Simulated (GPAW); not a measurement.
# O K-edge XANES of BaTiO3 (Barioperovskite, Amm2)

Aim: the near-edge shape at the O K edge of BaTiO3 (Barioperovskite, Amm2), and what the core hole does to it.

Method: X-ray absorption from dipole matrix elements to empty bands, plane-wave PAW LDA, in GPAW 26.7.0.

Report form: the programs' logs are mostly left out.

**1. The starting structure**

Symmetry: Amm2, No. 38, orthorhombic system. The conventional cell has a = 3.986 Å, b = 5.674 Å, c = 5.690 Å, α = 90.00°, β = 90.00°, γ = 90.00°. Nearest to Ba lie 12 O at 2.77 to 2.92 Å. Nearest to Ti lie 6 O at 1.93 to 2.09 Å. Nearest to O lie 2 Ti at 1.93 to 2.09 Å and 4 Ba at 2.81 to 2.84 Å. O has 2 Ti at 2.00 Å and 4 Ba at 2.77 to 2.92 Å nearest. Farther neighbours and most contacts between anions are not listed.

Structure file:

```xyz
5
Lattice="3.9855 0.0000 0.0000 0.0000 2.8369 2.8451 0.0000 -2.8369 2.8451" Properties=species:S:1:pos:R:3 pbc="T T T"
Ba    0.0000    0.0000    0.0000
Ti    1.9928    0.0000    2.9157
O     1.9928    1.3804    4.2594
O     1.9928   -1.3804    4.2594
O     0.0000    0.0000    2.7735
```

**2. The field without a hole**

A plain self-consistent run shows whether there is a gap, which decides the set-up of the core-hole run.

scf.py reads:

```python
import numpy as np
from ase import Atoms
from ase.parallel import parprint, paropen
from gpaw import GPAW, PW, FermiDirac, Mixer, MixerDif, setup_paths
from gpaw.test import gen
setup_paths.insert(0, '.')
gen('O', name='nch1s', xcname='LDA', corehole=(1, 0, 0), write_xml=True)
from gpaw.mpi import world
world.barrier()

atoms = Atoms('BaTiO3',
    cell=[[3.9855, 0, 0],
     [0, 2.8369, 2.84515],
     [0, -2.8369, 2.84515]],
    scaled_positions=[[0, 0, 0],
     [0.5, 0.5124, 0.5124],
     [0.5, 0.99184, 0.50524],
     [0.5, 0.50524, 0.99184],
     [0, 0.4874, 0.4874]],
    pbc=True)
atoms.calc = calc = GPAW(legacy_gpaw=True, mode=PW(500, force_complex_dtype=True), xc='LDA', setups={2: 'nch1s'},
    kpts={'size': (6, 6, 6), 'gamma': True}, occupations=FermiDirac(0.05),
    charge=0, mixer=Mixer(0.1, 5, 50), maxiter=150,
    convergence={'density': 0.0001, 'eigenstates': 1e-6}, txt='scf.txt')
energy = atoms.get_potential_energy() + calc.get_reference_energy()
ef = calc.get_fermi_level()
out = dict(energy=energy, fermi=ef, forces=atoms.get_forces().tolist())
parprint(f'all-electron energy {energy:.4f} eV, Fermi level {ef:.4f} eV')
ev = np.array([[calc.get_eigenvalues(k, s) for k in range(len(calc.get_ibz_k_points()))] for s in range(calc.get_number_of_spins())])
out['homo'], out['lumo'], out['counts'] = ev[ev < ef].max(), ev[ev > ef].min(), sorted(set((ev < ef).sum((0, 2)).tolist()))
out['filled'] = (ev[:, 0] < ef).sum(1).tolist()
import json
with paropen('out.json', 'w') as f:
    json.dump(out, f)
```

Run with:

```
OMP_NUM_THREADS=1 mpirun -n 8 gpaw python scf.py
```

Elapsed: 12 s, on 8 MPI ranks of Arm Neoverse V2, shared host; peak memory 0.2 GiB; 91 s of CPU time.

The mesh shows a gap of 1.80 eV, so the hole is first treated in a charged cell, without the excited electron.

**3. Spectrum without a core hole, O atom 3**

Without a hole the spectrum is the empty density of states of the right symmetry on the absorber, weighted by matrix elements. It needs only the small cell and serves as the baseline. The data set with a hole of occupation 0 only carries the core orbital.

The absorber has 1 Ti at 1.93 Å and 1 Ti at 2.09 Å (linear, site symmetry m).

xas.py reads:

```python
import numpy as np
from ase import Atoms
from ase.parallel import parprint, paropen
from gpaw import GPAW, PW, FermiDirac, Mixer, MixerDif, setup_paths
from gpaw.test import gen
setup_paths.insert(0, '.')
gen('O', name='nch1s', xcname='LDA', corehole=(1, 0, 0), write_xml=True)
from gpaw.mpi import world
world.barrier()

atoms = Atoms('BaTiO3',
    cell=[[3.9855, 0, 0],
     [0, 2.8369, 2.84515],
     [0, -2.8369, 2.84515]],
    scaled_positions=[[0, 0, 0],
     [0.5, 0.5124, 0.5124],
     [0.5, 0.99184, 0.50524],
     [0.5, 0.50524, 0.99184],
     [0, 0.4874, 0.4874]],
    pbc=True)
atoms.calc = calc = GPAW(legacy_gpaw=True, mode=PW(500, force_complex_dtype=True), xc='LDA', setups={2: 'nch1s'},
    kpts={'size': (6, 6, 6), 'gamma': True}, occupations=FermiDirac(0.02),
    charge=0, mixer=Mixer(0.1, 5, 50), maxiter=150,
    convergence={'density': 0.0001, 'eigenstates': 1e-6}, txt='scf.txt')
energy = atoms.get_potential_energy() + calc.get_reference_energy()
ef = calc.get_fermi_level()
out = dict(energy=energy, fermi=ef, forces=atoms.get_forces().tolist())
parprint(f'all-electron energy {energy:.4f} eV, Fermi level {ef:.4f} eV')
ev = np.array([[calc.get_eigenvalues(k, s) for k in range(len(calc.get_ibz_k_points()))] for s in range(calc.get_number_of_spins())])
out['homo'], out['lumo'], out['counts'] = ev[ev < ef].max(), ev[ev > ef].min(), sorted(set((ev < ef).sum((0, 2)).tolist()))
out['filled'] = (ev[:, 0] < ef).sum(1).tolist()

from ase.units import Ha
from gpaw.xas import dipole_matrix_elements
nb = int(calc.get_number_of_electrons() / 2) + 47
top, nb = nb, nb + 8 + nb // 12
nscf = calc.fixed_density(kpts={'size': (6, 6, 6), 'gamma': True}, nbands=nb,
    convergence={'bands': top, 'eigenstates': 5e-3}, maxiter=60, txt='nscf.txt')
cell = atoms.cell.array
ops = [cell.T @ U.T @ np.linalg.inv(cell.T) for U in nscf.wfs.kd.symmetry.op_scc]
filled = [20]  # bands filled in the ground state, by spin
E = np.arange(-25, 34, 0.1)
fwhm = np.interp(E, [4, 25], [0.9, 3.5])
Y, X, zero, highest = 0, 0, 1e9, 1e9
for spin in range(nscf.get_number_of_spins()):
    wfs = nscf.wfs
    mine = wfs.bd.get_slice()  # this rank's bands
    A = dipole_matrix_elements(wfs.setups[2])
    eps = np.zeros((wfs.kd.nibzkpts, nb))
    d = np.zeros((3, A.shape[1], wfs.kd.nibzkpts, nb), complex)
    for kpt in wfs.kpt_u:
        if kpt.s == spin and 2 in kpt.P_ani:
            eps[kpt.k, mine] = kpt.eps_n * Ha
            d[:, :, kpt.k, mine] = (kpt.weight * wfs.nspins / 2) ** 0.5 * np.inner(A, kpt.P_ani[2])
    world.sum(eps)
    world.sum(d)
    T = np.einsum('amkn,bmkn->abkn', d, d.conj()).real
    T = sum(np.einsum('ai,ijkn,bj->abkn', R, T, R) for R in ops) / len(ops)
    empty = np.ones_like(eps, bool) & (np.arange(nb) >= filled[spin])
    zero, highest = min(zero, eps[empty].min()), min(highest, eps[:, top - 1].min())
    lines = [(eps, T, empty)] if spin == 0 else lines + [(eps, T, empty)]
for eps, T, empty in lines:
    f = np.einsum('aakn->akn', T).reshape(3, -1)
    x = eps.ravel() - zero
    w = np.interp(x, E, fwhm) / 2.35482
    g = np.exp(-0.5 * ((E[:, None] - x) / w) ** 2) / (w * (2 * np.pi) ** 0.5)
    Y = Y + (f * empty.ravel()) @ g.T
    X = X + (f * ~empty.ravel()) @ g.T
out.update(E=E.round(2).tolist(), xas=Y.tolist(), xes=X.tolist(), zero=zero, valid=highest - zero, nk=len(eps), nb=nb)
for i in range(0, len(E), 10):
    parprint(f'{E[i]:7.2f}', *(f'{v:10.3e}' for v in Y[:, i]))
import json
with paropen('out.json', 'w') as f:
    json.dump(out, f)
```

Run with:

```
OMP_NUM_THREADS=1 mpirun -n 8 gpaw python xas.py
```

It took 23 s on 8 MPI ranks; peak memory 0.3 GiB.

The O K spectrum, O atom 3, no core hole (energy from the lowest empty level; intensity scaled to a mean of 1 over the first 20 eV; polarised curves are means over the symmetry-equivalent atoms):

```
E (eV)  isotropic  ε ∥ x  ε ∥ y  ε ∥ z
  -2.0       0.00   0.00   0.00   0.00
  -1.5       0.00   0.00   0.00   0.00
  -1.0       0.00   0.00   0.00   0.00
  -0.5       0.01   0.01   0.00   0.01
   0.0       0.10   0.13   0.06   0.09
   0.5       0.40   0.58   0.29   0.34
   1.0       0.93   1.37   0.69   0.73
   1.5       1.79   2.68   1.34   1.34
   2.0       1.58   2.35   1.19   1.18
   2.5       0.62   0.75   0.57   0.54
   3.0       0.40   0.11   0.57   0.53
   3.5       0.57   0.09   0.83   0.80
   4.0       0.69   0.17   0.97   0.95
   4.5       0.99   0.36   1.31   1.29
   5.0       1.44   0.73   1.81   1.78
   5.5       1.64   1.07   1.92   1.92
   6.0       1.52   1.24   1.64   1.68
   6.5       1.43   1.46   1.40   1.44
   7.0       1.55   1.86   1.38   1.40
   7.5       1.52   1.96   1.30   1.30
   8.0       1.11   1.51   0.92   0.91
   8.5       0.67   0.95   0.54   0.53
   9.0       0.45   0.65   0.35   0.35
   9.5       0.40   0.56   0.31   0.32
  10.0       0.45   0.61   0.37   0.37
  10.5       0.58   0.72   0.50   0.51
  11.0       0.76   0.82   0.72   0.73
  11.5       0.94   0.82   1.00   1.00
  12.0       1.10   0.75   1.28   1.28
  12.5       1.21   0.71   1.46   1.46
  13.0       1.25   0.74   1.49   1.50
  13.5       1.23   0.84   1.41   1.44
  14.0       1.21   0.96   1.31   1.36
  14.5       1.20   1.04   1.25   1.30
  15.0       1.17   1.06   1.21   1.24
  15.5       1.12   1.03   1.15   1.16
  16.0       1.05   0.99   1.08   1.07
  16.5       0.99   0.98   1.01   0.99
  17.0       0.98   1.01   0.97   0.95
  17.5       0.99   1.09   0.95   0.94
  18.0       1.00   1.15   0.93   0.92
  18.5       0.96   1.15   0.87   0.86
  19.0       0.87   1.08   0.78   0.76
  19.5       0.74   0.93   0.65   0.64
  20.0       0.60   0.77   0.53   0.52
  20.5       0.49   0.62   0.44   0.42
  21.0       0.42   0.51   0.38   0.37
  21.5       0.38   0.45   0.35   0.34
  22.0       0.37   0.42   0.35   0.34
  22.5       0.37   0.41   0.35   0.34
  23.0       0.37   0.41   0.36   0.35
  23.5       0.37   0.40   0.36   0.35
  24.0       0.37   0.39   0.37   0.36
  24.5       0.38   0.38   0.38   0.37
  25.0       0.38   0.37   0.39   0.38
  25.5       0.39   0.37   0.41   0.40
  26.0       0.41   0.38   0.43   0.42
  26.5       0.43   0.40   0.46   0.43
  27.0       0.46   0.44   0.48   0.45
  27.5       0.48   0.48   0.50   0.47
  28.0       0.52   0.54   0.52   0.50
  28.5       0.55   0.60   0.54   0.52
  29.0       0.60   0.66   0.57   0.55
  29.5       0.64   0.73   0.60   0.59
  30.0       0.69   0.81   0.64   0.63
  30.5       0.74   0.89   0.68   0.67
  31.0       0.80   0.96   0.72   0.72
  31.5       0.85   1.02   0.76   0.77
  32.0       0.89   1.05   0.80   0.81
```

Main maxima below 24 eV (height): 1.7 eV (1.90), 5.5 eV (1.64), 7.2 eV (1.58) and 13.0 eV (1.25). A K edge sees empty p states; the first features are O p mixed into the empty d states of the Ti neighbours, and the broad ones above probably into the cations' higher empty bands.

The same matrix elements for filled bands give the O K emission of O atom 3 (ground-state approximation; energy from the lowest empty level, largest value 1):

```csv
E (eV),emission
-24.00,0.00
-23.25,0.00
-22.50,0.00
-21.75,0.00
-21.00,0.00
-20.25,0.00
-19.50,0.00
-18.75,0.00
-18.00,0.00
-17.25,0.00
-16.50,0.00
-15.75,0.00
-15.00,0.00
-14.25,0.00
-13.50,0.00
-12.75,0.00
-12.00,0.02
-11.25,0.01
-10.50,0.00
-9.75,0.00
-9.00,0.00
-8.25,0.00
-7.50,0.00
-6.75,0.02
-6.00,0.27
-5.25,0.54
-4.50,0.80
-3.75,0.61
-3.00,0.82
-2.25,0.80
-1.50,0.13
-0.75,0.00
0.00,0.00
0.75,0.00
1.50,0.00
2.25,0.00
3.00,0.00
```

Emission maxima: -4.4 eV (0.82) and -2.6 eV (1.00).

**4. Reference energy of the supercell**

The photon energy needs a difference of total energies, so the cell and mesh of the coming hole run are first run without a hole.

Changes to scf.py since step 2:

```diff
@@ -10,14 +10,29 @@
 
-atoms = Atoms('BaTiO3',
-    cell=[[3.9855, 0, 0],
-     [0, 2.8369, 2.84515],
-     [0, -2.8369, 2.84515]],
+atoms = Atoms('Ba4Ti4O12',
+    cell=[[-3.9855, 5.6738, 0],
+     [-3.9855, -5.6738, 0],
+     [3.9855, 0, 5.6903]],
     scaled_positions=[[0, 0, 0],
-     [0.5, 0.5124, 0.5124],
-     [0.5, 0.99184, 0.50524],
-     [0.5, 0.50524, 0.99184],
-     [0, 0.4874, 0.4874]],
+     [0.5, 0.5, 0],
+     [0, 0.5, 0.5],
+     [0.5, 0, 0.5],
+     [0.0062, 0.0062, 0.5124],
+     [0.5062, 0.5062, 0.5124],
+     [0.0062, 0.5062, 0.0124],
+     [0.5062, 0.0062, 0.0124],
+     [0.24592, 0.00262, 0.74854],
+     [0.74592, 0.50262, 0.74854],
+     [0.24592, 0.50262, 0.24854],
+     [0.74592, 0.00262, 0.24854],
+     [0.00262, 0.24592, 0.74854],
+     [0.50262, 0.74592, 0.74854],
+     [0.00262, 0.74592, 0.24854],
+     [0.50262, 0.24592, 0.24854],
+     [0.2437, 0.2437, 0.4874],
+     [0.7437, 0.7437, 0.4874],
+     [0.2437, 0.7437, 0.9874],
+     [0.7437, 0.2437, 0.9874]],
     pbc=True)
-atoms.calc = calc = GPAW(legacy_gpaw=True, mode=PW(500, force_complex_dtype=True), xc='LDA', setups={2: 'nch1s'},
-    kpts={'size': (6, 6, 6), 'gamma': True}, occupations=FermiDirac(0.05),
+atoms.calc = calc = GPAW(legacy_gpaw=True, mode=PW(500, force_complex_dtype=True), xc='LDA', setups={8: 'nch1s'},
+    kpts={'size': (3, 3, 3), 'gamma': True}, occupations=FermiDirac(0.02),
     charge=0, mixer=Mixer(0.1, 5, 50), maxiter=150,
```

Run with:

```
OMP_NUM_THREADS=1 mpirun -n 8 gpaw python scf.py
```

Wall time 52 s (8 MPI ranks); peak memory 0.36 GiB.

Reference energy: -1001631.381 eV with the cores included.

**5. Spectrum with FCH, O atom 3**

The holes are 6.9 Å apart. In GPAW the data set carries the hole's charge, so charge=0 means a charged cell and charge=-1 a neutral one. The excited electron is left out and a uniform background balances the charge. After the field has converged, empty bands are computed with the density fixed and the dipole matrix elements are summed.

Changes to xas.py since step 3:

```diff
@@ -6,3 +6,3 @@
 setup_paths.insert(0, '.')
-gen('O', name='nch1s', xcname='LDA', corehole=(1, 0, 0), write_xml=True)
+gen('O', name='fch1s', xcname='LDA', corehole=(1, 0, 1), write_xml=True)
 from gpaw.mpi import world
@@ -10,14 +10,29 @@
 
-atoms = Atoms('BaTiO3',
-    cell=[[3.9855, 0, 0],
-     [0, 2.8369, 2.84515],
-     [0, -2.8369, 2.84515]],
+atoms = Atoms('Ba4Ti4O12',
+    cell=[[-3.9855, 5.6738, 0],
+     [-3.9855, -5.6738, 0],
+     [3.9855, 0, 5.6903]],
     scaled_positions=[[0, 0, 0],
-     [0.5, 0.5124, 0.5124],
-     [0.5, 0.99184, 0.50524],
-     [0.5, 0.50524, 0.99184],
-     [0, 0.4874, 0.4874]],
+     [0.5, 0.5, 0],
+     [0, 0.5, 0.5],
+     [0.5, 0, 0.5],
+     [0.0062, 0.0062, 0.5124],
+     [0.5062, 0.5062, 0.5124],
+     [0.0062, 0.5062, 0.0124],
+     [0.5062, 0.0062, 0.0124],
+     [0.24592, 0.00262, 0.74854],
+     [0.74592, 0.50262, 0.74854],
+     [0.24592, 0.50262, 0.24854],
+     [0.74592, 0.00262, 0.24854],
+     [0.00262, 0.24592, 0.74854],
+     [0.50262, 0.74592, 0.74854],
+     [0.00262, 0.74592, 0.24854],
+     [0.50262, 0.24592, 0.24854],
+     [0.2437, 0.2437, 0.4874],
+     [0.7437, 0.7437, 0.4874],
+     [0.2437, 0.7437, 0.9874],
+     [0.7437, 0.2437, 0.9874]],
     pbc=True)
-atoms.calc = calc = GPAW(legacy_gpaw=True, mode=PW(500, force_complex_dtype=True), xc='LDA', setups={2: 'nch1s'},
-    kpts={'size': (6, 6, 6), 'gamma': True}, occupations=FermiDirac(0.02),
+atoms.calc = calc = GPAW(legacy_gpaw=True, mode=PW(500, force_complex_dtype=True), xc='LDA', setups={8: 'fch1s'},
+    kpts={'size': (3, 3, 3), 'gamma': True}, occupations=FermiDirac(0.02),
     charge=0, mixer=Mixer(0.1, 5, 50), maxiter=150,
@@ -34,5 +49,5 @@
 from gpaw.xas import dipole_matrix_elements
-nb = int(calc.get_number_of_electrons() / 2) + 47
+nb = int(calc.get_number_of_electrons() / 2) + 176
 top, nb = nb, nb + 8 + nb // 12
-nscf = calc.fixed_density(kpts={'size': (6, 6, 6), 'gamma': True}, nbands=nb,
+nscf = calc.fixed_density(kpts={'size': (4, 4, 4), 'gamma': True}, nbands=nb,
     convergence={'bands': top, 'eigenstates': 5e-3}, maxiter=60, txt='nscf.txt')
@@ -40,4 +55,4 @@
 ops = [cell.T @ U.T @ np.linalg.inv(cell.T) for U in nscf.wfs.kd.symmetry.op_scc]
-filled = [20]  # bands filled in the ground state, by spin
-E = np.arange(-25, 34, 0.1)
+filled = [80]  # bands filled in the ground state, by spin
+E = np.arange(-6, 34, 0.1)
 fwhm = np.interp(E, [4, 25], [0.9, 3.5])
@@ -47,3 +62,3 @@
     mine = wfs.bd.get_slice()  # this rank's bands
-    A = dipole_matrix_elements(wfs.setups[2])
+    A = dipole_matrix_elements(wfs.setups[8])
     eps = np.zeros((wfs.kd.nibzkpts, nb))
@@ -51,5 +66,5 @@
     for kpt in wfs.kpt_u:
-        if kpt.s == spin and 2 in kpt.P_ani:
+        if kpt.s == spin and 8 in kpt.P_ani:
             eps[kpt.k, mine] = kpt.eps_n * Ha
-            d[:, :, kpt.k, mine] = (kpt.weight * wfs.nspins / 2) ** 0.5 * np.inner(A, kpt.P_ani[2])
+            d[:, :, kpt.k, mine] = (kpt.weight * wfs.nspins / 2) ** 0.5 * np.inner(A, kpt.P_ani[8])
     world.sum(eps)
```

Run with:

```
OMP_NUM_THREADS=1 mpirun -n 8 gpaw python xas.py
```

Run time: 4.6 min. Hardware: 8 MPI ranks; peak memory 0.62 GiB; 37 min of CPU time.

(Continued in part 2 of 2.)

[Logs are printed without paths, hosts, clocks, repeated set-up lines and the standing remarks that a program may print on its own settings, such as how far it seeks lower states.]

[Hosts, paths, dates, database ids (printed as entryN), source tags and the programs' standing remarks are cut or masked in the printed files.]

[Lists of maxima count a maximum above −3 eV only where it reaches 4 % of the highest in the window and stands out from its surroundings by 2 % of it (1.5 % where it reaches 55 %); shoulders and weaker maxima are passed over, and of the rest the first, up to two pre-edge ones and the few strongest are named.]
